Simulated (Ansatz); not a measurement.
**Cu(111) with 4 thermally displaced layers, 2x2: scattering by thermal displacements**

Aim: the resistivity of Cu at 500 K from frozen thermal displacements between perfect leads. The measured value for the pure metal at this temperature is 3.09 µΩ cm (CRC Handbook of Chemistry and Physics, 84th ed., 2003, Electrical Resistivity of Pure Metals).

Program: Ansatz 0.2.0. Level of theory: Ansatz plane-wave DFT, PBE, PAW files; ballistic transport by layer matching (Landauer), zero bias; PAW set soft_1. Results are calculated unless marked as measured.

Most raw output is cut from this account.

### 1. The structure

The cell holds 40 atoms: 40 Cu. Its edges and angles: a = 5.112 Å, b = 5.112 Å, c = 20.923 Å, α = 93.5°, β = 86.5°, γ = 120.0°. It derives from Cu. Regions: lead, 24 atoms (24 Cu); scattering region, 16 atoms (16 Cu). The structure is stacked along c, and the current runs across the ab planes.

### 2. With 4 displaced layers

Each atom of 4 layers is moved at random, by amounts drawn from a normal law 0.0993 Å wide in each direction from the Debye model (343 K) at 500 K. The layers about the cell's end stay perfect and serve as the lead. Disorder leaves little or no symmetry, which makes such runs dear. Energies from -0.05 to 0.05 eV in steps of 0.05 eV are too few for the program's thermal sum, so it prints no conductance; for a metal the transmission near the Fermi level serves, at a fraction of the cost.

Contents of input.yaml:

```yaml
crystal:
  lattice:
    - [5.1123254594, 0.0, 0.0]
    - [-2.5561627297, 4.4274037203, 0.0]
    - [1.2780813649, -0.73790062, 20.8709812911]
  atoms:
    - { symbol: Cu, position: [0.9916666667, 0.0083333333, 0.05] }
    - { symbol: Cu, position: [0.9916666667, 0.5083333333, 0.05] }
    - { symbol: Cu, position: [0.4916666667, 0.0083333333, 0.05] }
    - { symbol: Cu, position: [0.4916666667, 0.5083333333, 0.05] }
    - { symbol: Cu, position: [0.1416666667, 0.3583333333, 0.15] }
    - { symbol: Cu, position: [0.1416666667, 0.8583333333, 0.15] }
    - { symbol: Cu, position: [0.6416666667, 0.3583333333, 0.15] }
    - { symbol: Cu, position: [0.6416666667, 0.8583333333, 0.15] }
[... 28 atom lines left out ...]
    - { symbol: Cu, position: [0.8416666667, 0.1583333333, 0.95] }
    - { symbol: Cu, position: [0.8416666667, 0.6583333333, 0.95] }
    - { symbol: Cu, position: [0.3416666667, 0.1583333333, 0.95] }
    - { symbol: Cu, position: [0.3416666667, 0.6583333333, 0.95] }
kpoints:
  mp_grid: { grid: [5, 5, 1] }
hamiltonian:
  xc: pbe
  pseudopotentials: { kind: paw, azcp: { folder: soft_1 } }
scf:
  occupations: { method: fermi_dirac, width: 0.1 }
output:
  transmission:
    leads: [[0, 4]]
    kmesh: [10, 10]
    e_range: [-0.05, 0.05]
    de: 0.05
  write_potential: true
  write_density: true
  volumetric_format: npy
  elf: true
```

Run with:

```
$ ansatz run input.yaml --threads 4 --pin off --max-ram 15360MiB --backend cpu --events-out ev --progress --plain --runs-dir out
```

It took 6.9 min on 4 threads of Arm Neoverse V2, shared host; peak memory 4.9 GiB.

This step gave:

```yaml
free_energy: -265006.0427 eV
energy_at_zero_smearing: -265005.7915 eV
fermi_energy: 16.34 eV
cell_area: 22.63 Å²
transmission_per_spin_nearest_the_fermi_level: 3.094
open_channels_per_spin_nearest_the_fermi_level: 3.21
step_of_the_lead_s_potential: 3.7 meV
```

Per spin. The transmission, zone mean by energy, zero at the Fermi level:

```
energy (eV)  transmission, zone mean
    -0.0500                     3.08
     0.0000                     3.09
     0.0500                     3.10
```

Per spin. The open channels, zone mean, lead stays at 3.21 for energy from -0.05 to 0.05 eV.

Transmission over k1 and k2. At 0.0000 eV from the Fermi level.

Ten even steps from '0' (2.66) to '9' (3.83):
```
2822292222
2282292222
2227172222
2222100222
8876121678
2222001222
2222271722
2222292282
2222292228
8222292222
```
Columns: k1 (b1) from -0.5 to 0.4; rows upwards: k2 (b2) from -0.5 to 0.4.

Open channels over k1 and k2. At 0.0000 eV from the Fermi level.

Ten even steps from '_' (3.00) to '@' (4.00):
```
__@@______@@________
____@@____@@________
______@@__@@________
____________________
@@@@@@@@______@@@@@@
____________________
__________@@__@@____
__________@@____@@__
__________@@______@@
@@________@@________
```
Columns: k1 (b1) from -0.5 to 0.4; rows upwards: k2 (b2) from -0.5 to 0.4.

Valence density in the ca plane at fractional y = 0.617, with atoms of Cu within 0.2 Å of it. It is the smooth field of the valence electrons, not physical close to the nuclei.

Ten steps, logarithmic in the rise over the least value, from '0' (0 e/Å³) to '9' (49 e/Å³), each cell a mean:
```
00000000000279730000000000001599610000000000
00000012210135410000000000001488510000000000
00000035530001100000000000000134200000000000
00000036641000000001100122100000000011000000
00000024420001100001100134200000000122100011
00000001100024420000000123200111000122100111
00000000000148841000000011101354100011000010
00000000000047741000000000002798300000000000
00000012210013420000000000002698300000000000
00000035530000100000000000001355200000000000
00000036641000000000000121000011000011000000
00000024420011100001000122100000000122100011
00000001100146410000000122100122100122100111
00000000000279730000000000001366300011000010
```
Columns run along c (16.0 Å, from fractional 0.12 to 0.88 of the cell), rows up along a (5.1 Å). Atoms in or near the plane, at fractional coordinates: Cu at (0.34, 0.97), Cu at (0.65, 0.93), Cu at (0.64, 0.40).

ELF in the ca plane at fractional y = 0.617, with atoms of Cu within 0.2 Å of it. It is the smooth field of the valence electrons, not physical close to the nuclei.

Ten even steps from '0' (0.15) to '9' (0.64), each cell a mean:
```
21111100121027300222222111210089001210111111
11112000001000000111111111210034001222111122
11112000000110001100011000010000001111111112
11112001100211111000001000001100011000011001
21112000000100001100001000001111110000011000
11111100001000000210011000001000010000011000
10001111121003400221111000010000001000011000
11111100111002300221111111210284001111111111
11112000001000000221111112210174001222111122
11112000000110001111111000110000001111111112
11112001100211111000011000011000011000011001
21112000000100001000011000002111110000011000
11111100001000001100011000011000010000011000
10001111121029300211121000010011001000011000
```
Columns run along c (16.0 Å, from fractional 0.12 to 0.88 of the cell), rows up along a (5.1 Å). Atoms in or near the plane, at fractional coordinates: Cu at (0.34, 0.97), Cu at (0.65, 0.93), Cu at (0.64, 0.40).

Electrostatic potential energy in the ca plane at fractional y = 0.617, with atoms of Cu within 0.2 Å of it. With pseudopotentials it is smooth inside the atoms' cores, unlike the true potential.

Values in eV, 8 rows by 16 columns, each cell a mean:
```
 16  17  11  12 -20 -15  17  17  18  18  -8 -38  12  16  18  16
 17  16 -17  -9  12  12  16  13  14  11  10  -9  16  15  18  17
 16  17  -9  -5  11  10  15   8   4  -9  16  16  15  -3  15  10
 15  17  15  15 -12 -22  16  15  12   2   3  -5  16   1  15   8
 16  17  11  13  -7 -20  16  17  18  16 -16 -33  16  17  18  16
 17  16 -17  -9  14  12  16  16  14  13   2 -13  17  15  18  17
 16  17  -9  -6   8  12  14  12   4   1  16  14  15  -3  15  10
 15  17  15  14 -25 -15  16  15  13  10   3 -17  14   1  15   8
```
Columns run along c (16.0 Å, from fractional 0.12 to 0.88 of the cell; values clipped at the 3rd and 97th percentile), rows up along a (5.1 Å). Atoms in or near the plane, at fractional coordinates: Cu at (0.34, 0.97), Cu at (0.65, 0.93), Cu at (0.64, 0.40).

Over the solved energies the transmission per spin lies between 3.08 and 3.10, out of 3.21 channels of the lead on average (up to 3.21).

### 3. With 8 displaced layers

Each atom of 8 layers is moved at random, by amounts drawn from a normal law 0.0993 Å wide in each direction from the Debye model (343 K) at 500 K. A fresh draw is used; the growth of the resistance with length is what counts.

System of this step: Cu(111) with 8 thermally displaced layers, 2x2. The cell holds 56 atoms: 56 Cu. Cell: a = 5.112 Å, b = 5.112 Å, c = 29.257 Å, α = 87.5°, β = 92.5°, γ = 120.0°. It derives from Cu. Regions: lead, 24 atoms (24 Cu); scattering region, 32 atoms (32 Cu). The structure is stacked along c, and the current runs across the ab planes.

Contents of input.yaml:

```yaml
crystal:
  lattice:
    - [5.1123254594, 0.0, 0.0]
    - [-2.5561627297, 4.4274037203, 0.0]
    - [-1.2780813649, 0.73790062, 29.2193738075]
  atoms:
    - { symbol: Cu, position: [0.005952381, 0.994047619, 0.0357142857] }
    - { symbol: Cu, position: [0.005952381, 0.494047619, 0.0357142857] }
    - { symbol: Cu, position: [0.505952381, 0.994047619, 0.0357142857] }
    - { symbol: Cu, position: [0.505952381, 0.494047619, 0.0357142857] }
    - { symbol: Cu, position: [0.1845238095, 0.3154761905, 0.1071428571] }
    - { symbol: Cu, position: [0.1845238095, 0.8154761905, 0.1071428571] }
    - { symbol: Cu, position: [0.6845238095, 0.3154761905, 0.1071428571] }
    - { symbol: Cu, position: [0.6845238095, 0.8154761905, 0.1071428571] }
[... 44 atom lines left out ...]
    - { symbol: Cu, position: [0.3273809524, 0.1726190476, 0.9642857143] }
    - { symbol: Cu, position: [0.3273809524, 0.6726190476, 0.9642857143] }
    - { symbol: Cu, position: [0.8273809524, 0.1726190476, 0.9642857143] }
    - { symbol: Cu, position: [0.8273809524, 0.6726190476, 0.9642857143] }
kpoints:
  mp_grid: { grid: [5, 5, 1] }
hamiltonian:
  xc: pbe
  pseudopotentials: { kind: paw, azcp: { folder: soft_1 } }
scf:
  occupations: { method: fermi_dirac, width: 0.1 }
output:
  transmission:
    leads: [[0, 4]]
    kmesh: [10, 10]
    e_range: [-0.05, 0.05]
    de: 0.05
  write_potential: true
  write_density: true
  volumetric_format: npy
```

It took 13 min on 4 threads; peak memory 8.4 GiB; 49 min of CPU time.

Numbers from this step:

| Property | Result |
| --- | --- |
| free energy | -371007.2304 eV |
| energy at zero smearing | -371006.8757 eV |
| transmission per spin nearest the Fermi level | 2.946 |
| step of the lead's potential | 4.2 meV |

Per spin. Transmission, zone mean against energy, zero at the Fermi level:

```
energy (eV)  transmission, zone mean
    -0.0500                     2.92
     0.0000                     2.95
     0.0500                     2.96
```

Over the solved energies the transmission per spin lies between 2.92 and 2.96, out of 3.21 channels of the lead on average (up to 3.21).

### 4. With 12 displaced layers

Each atom of 12 layers is moved at random, by amounts drawn from a normal law 0.0993 Å wide in each direction from the Debye model (343 K) at 500 K. A fresh draw is used; the growth of the resistance with length is what counts.

System of this step: Cu(111) with 12 thermally displaced layers, 2x2. The cell holds 72 atoms: 72 Cu. Cell: a = 5.112 Å, b = 5.112 Å, c = 37.568 Å, α = 90.0°, β = 90.0°, γ = 120.0°. It derives from Cu. Regions: lead, 24 atoms (24 Cu); scattering region, 48 atoms (48 Cu). The structure is stacked along c, and the current runs across the ab planes.

Contents of input.yaml:

```yaml
crystal:
  lattice:
    - [5.1123254594, 0.0, 0.0]
    - [-2.5561627297, 4.4274037203, 0.0]
    - [0.0, 0.0, 37.567766324]
  atoms:
    - { symbol: Cu, position: [0.0, 0.0, 0.0277777778] }
    - { symbol: Cu, position: [0.0, 0.5, 0.0277777778] }
    - { symbol: Cu, position: [0.5, 0.0, 0.0277777778] }
    - { symbol: Cu, position: [0.5, 0.5, 0.0277777778] }
    - { symbol: Cu, position: [0.1666666667, 0.3333333333, 0.0833333333] }
    - { symbol: Cu, position: [0.1666666667, 0.8333333333, 0.0833333333] }
    - { symbol: Cu, position: [0.6666666667, 0.3333333333, 0.0833333333] }
    - { symbol: Cu, position: [0.6666666667, 0.8333333333, 0.0833333333] }
[... 60 atom lines left out ...]
    - { symbol: Cu, position: [0.3333333333, 0.1666666667, 0.9722222222] }
    - { symbol: Cu, position: [0.3333333333, 0.6666666667, 0.9722222222] }
    - { symbol: Cu, position: [0.8333333333, 0.1666666667, 0.9722222222] }
    - { symbol: Cu, position: [0.8333333333, 0.6666666667, 0.9722222222] }
kpoints:
  mp_grid: { grid: [5, 5, 1] }
hamiltonian:
  xc: pbe
  pseudopotentials: { kind: paw, azcp: { folder: soft_1 } }
scf:
  occupations: { method: fermi_dirac, width: 0.1 }
output:
  transmission:
    leads: [[0, 4]]
    kmesh: [10, 10]
    e_range: [-0.05, 0.05]
    de: 0.05
  write_potential: true
  write_density: true
  volumetric_format: npy
```

Elapsed: 28 min, on 4 threads; peak memory 7.4 GiB.

This step gave:

- free energy: -477007.8744 eV
- energy at zero smearing: -477007.4621 eV
- Fermi energy: 16.32 eV
- transmission per spin nearest the Fermi level: 2.784
- step of the lead's potential: 3.4 meV

Per spin. Table of transmission, zone mean by energy, zero at the Fermi level:

```
energy (eV)  transmission, zone mean
    -0.0500                     2.75
     0.0000                     2.78
     0.0500                     2.79
```

Over the solved energies the transmission per spin lies between 2.75 and 2.79, out of 3.21 channels of the lead on average (up to 3.21).

### 5. Resistance against length

This step: Ansatz plane-wave DFT, PBE, PAW files; ballistic transport by layer matching (Landauer), zero bias; resistivity from the slope of the area resistance; PAW set soft_1 (Ansatz 0.2.0).

Numbers from this step:

- resistivity: 6.412 µΩ cm
- intercept: -0.02066 fΩ m²
- scatter about the fit: 0.002741 fΩ m²

Resistance, by row:

```
run  length (Å)      T  channels N  RA (fΩ m²)
 n4       8.348  3.092        3.21     0.03481
 n8        16.7  2.943        3.21     0.08253
n12       25.05  2.777        3.21      0.1419
```

Area resistance against length of the displaced region:

```
length of the displaced region (Å)  area resistance (fΩ m²)
                              8.35                   0.0348
                             16.70                   0.0825
                             25.05                    0.142
```

The area resistance goes from 0.035 to 0.14 fΩ m² between 8.3 and 25.0 Å, a slope of 6.4 µΩ cm.

By hand from the end points: (0.1419 − 0.03481) fΩ m² / (25.05 − 8.35) Å = 6.4 µΩ cm, since 1 fΩ m² per Å is 1000 µΩ cm.

### 6. Outcome

```
resistivity from the slope  : 6.41 µΩ cm
area resistance over 8.35 Å : 0.0348 fΩ m²
area resistance over 16.7 Å : 0.0825 fΩ m²
area resistance over 25.0 Å : 0.142 fΩ m²
```

**Reading.** The slope gives 6.4 µΩ cm. The points scatter by 0.0027 fΩ m² about the line, with one random draw a length in a 2x2 cell, so the slope is a rough value. The mean square of the displacements drawn is 0.78, 0.91 and 1.0 of the nominal one at the three lengths; with each resistance scaled back by that, the slope is 5.6 µΩ cm, the value used below. Read with a model of isotropic scattering on a spherical Fermi surface and the lead's 1.1×10¹⁵ S/m², this slope means a mean free path near 141 Å; over these lengths the model's slope is 1.16 times its bulk resistivity, which would be 4.8 µΩ cm. Uncorrelated displacements put too much weight on short waves, which scatter strongly; with the sideways repeat of a small cell, one draw and three short lengths, the method is good to a factor of two or three. The measured value is 3.09 µΩ cm (CRC Handbook of Chemistry and Physics, 84th ed., 2003, Electrical Resistivity of Pure Metals); the scaled slope is 1.8 times that and the corrected value 1.6: clearly high.

[Logs are printed without paths, hosts, clocks, repeated set-up lines and the standing remarks that a program may print on its own settings, such as how far it seeks lower states.]

[Hosts, paths, dates, database ids (printed as entryN), source tags and the programs' standing remarks are cut or masked in the printed files.]
